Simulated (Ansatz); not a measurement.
# How glassy 67P2O5-33MgO (mol %) changes with density

How do energy, pressure, forces, levels, charges and cost follow the density?

Computed with Ansatz 0.2.0: Kohn-Sham DFT, r2SCAN, PAW (set soft_2). Every run is a single point, with the atoms held where the recipe put them (cutoff of the plane-wave runs 500 eV, fixed occupations).

First member: 80 atoms (20 P, 5 Mg, 55 O) placed at random at 2.19 g/cm³, melted at 4000 K for 10 ps at fixed volume with the Morse and Coulomb pair potential with partial charges (Pedone, Malavasi, Menziani, Cormack and Segre, J. Phys. Chem. B 110, 11780 (2006)). Quenched from 4000 K to 300 K at 25 K/ps and fixed volume, held 5 ps.

Last member: 80 atoms (20 P, 5 Mg, 55 O) placed at random at 2.93 g/cm³, melted at 4000 K for 10 ps at fixed volume with the Morse and Coulomb pair potential with partial charges (Pedone, Malavasi, Menziani, Cormack and Segre, J. Phys. Chem. B 110, 11780 (2006)). Quenched from 4000 K to 300 K at 25 K/ps and fixed volume, held 5 ps.

The members:

```csv
density (g/cm³),reduced formula,atoms,valence electrons,k-mesh,basis,density (g/cm³)
2.194,MgP4O11,80,480,1×1×1,plane waves,2.19
2.316,MgP4O11,80,480,1×1×1,plane waves,2.32
2.438,MgP4O11,80,480,1×1×1,plane waves,2.44
2.584,MgP4O11,80,480,1×1×1,plane waves,2.58
2.731,MgP4O11,80,480,1×1×1,plane waves,2.73
2.926,MgP4O11,80,480,1×1×1,plane waves,2.93
```

Each cell is one sample from a classical run, so sample-to-sample scatter enters every column; pressures lack the kinetic term.

The input of the first member, without its atom lines; other members have their own cell and atoms, and may differ in mesh, basis and outputs:

```yaml
crystal:
  lattice:
    - [10.7052, 0.0, 0.0]
    - [0.0, 10.7052, 0.0]
    - [0.0, 0.0, 10.7052]
  atoms:
    [... 80 lines ...]
kpoints:
  mp_grid: { grid: [1, 1, 1] }
hamiltonian:
  xc: r2scan
scf:
  occupations: { method: fixed }
output:
  forces: true
  stress: true
  populations: true
  dos:
    method: { smearing: { sigma: 0.15 } }
    de: 0.1
    projected: { site_lists: { Mg: [Mg], O: [O], P: [P] } }
  eigenvalues: true
  write_density: true
  write_potential: true
  volumetric_format: npy
```

**Question.** How do the results, the time and the memory go along the series?

Results; charges are mean Löwdin charges in e:

```csv
density (g/cm³),energy less the first member's (meV/atom),pressure (GPa),r.m.s. force (eV/Å),gap (eV),q(Mg),q(P),q(O)
2.194,0.0,-4.11,1.72,2.83,-,-,-
2.316,15.0,-4.96,1.54,1.22,-,-,-
2.438,6.6,-5.85,1.34,2.65,+1.67,+2.30,-0.84
2.584,43.2,-5.40,1.60,2.17,+1.66,+2.31,-0.84
2.731,-10.6,-2.69,1.54,2.50,+1.66,+2.31,-0.85
2.926,77.3,-2.21,1.46,1.53,+1.65,+2.30,-0.84
```

The gap is that between the highest filled and lowest empty Kohn-Sham level on the run's k-points; tail or defect levels can set it, and semilocal functionals tend to put gaps under measured ones. Atoms aren't relaxed at this level, so pressure against density here is no equation of state. The projection misses up to 0.10 e an atom, so the charges add up to more than the cell's charge.

Bonds in each cell, which the recipe sets and DFT didn't move; cutoffs follow each cell's own g(r) within set bounds (mean length in Å, and neighbours of the second kind about the first):

```csv
density (g/cm³),O-P length,O-P count,Mg-O length,Mg-O count
2.194,1.539,1.46,2.084,3.80
2.316,1.554,1.49,2.062,4.00
2.438,1.570,1.53,2.068,4.00
2.584,1.570,1.54,2.111,4.00
2.731,1.551,1.49,2.130,5.00
2.926,1.579,1.60,2.019,3.80
```

Cost on 8 threads of Arm Neoverse V2, shared host:

```csv
density (g/cm³),atoms,basis,k-mesh,SCF cycles,time,host memory (GiB)
2.194,80,plane waves,1×1×1,11,22 s,3.1
2.316,80,plane waves,1×1×1,11,21 s,3.0
2.438,80,plane waves,1×1×1,10,20 s,3.0
2.584,80,plane waves,1×1×1,10,19 s,2.7
2.731,80,plane waves,1×1×1,10,18 s,2.6
2.926,80,plane waves,1×1×1,10,16 s,2.4
```

Times include the outputs that each run asked for, on hosts shared with other jobs.

What the series shows: The energy against the first member is lowest at 2.73 g/cm³ (-10.6 meV/atom) and highest at 2.93 g/cm³ (77.3 meV/atom), with no steady trend; each member is a single configuration. The gap is lowest at 2.32 g/cm³ (1.22 eV) and highest at 2.19 g/cm³ (2.83 eV), with no steady trend; in single samples it varies with the configuration. The pressure is lowest at 2.44 g/cm³ (-5.8 GPa) and highest at 2.93 g/cm³ (-2.2 GPa), with no steady trend.

**Limits.** The quench rate of 25 K/ps is orders of magnitude faster than experiment, which tends to freeze in extra defects. The network of bonds at the start is that of the classical potential that made the cell, and needn't be the one that DFT or experiment would give. The cells aren't relaxed by DFT, which could reorder their energies.

[Logs are printed without paths, hosts, clocks, repeated set-up lines and the standing remarks that a program may print on its own settings, such as how far it seeks lower states.]

[Hosts, paths, dates, database ids (printed as entryN), source tags and the programs' standing remarks are cut or masked in the printed files.]
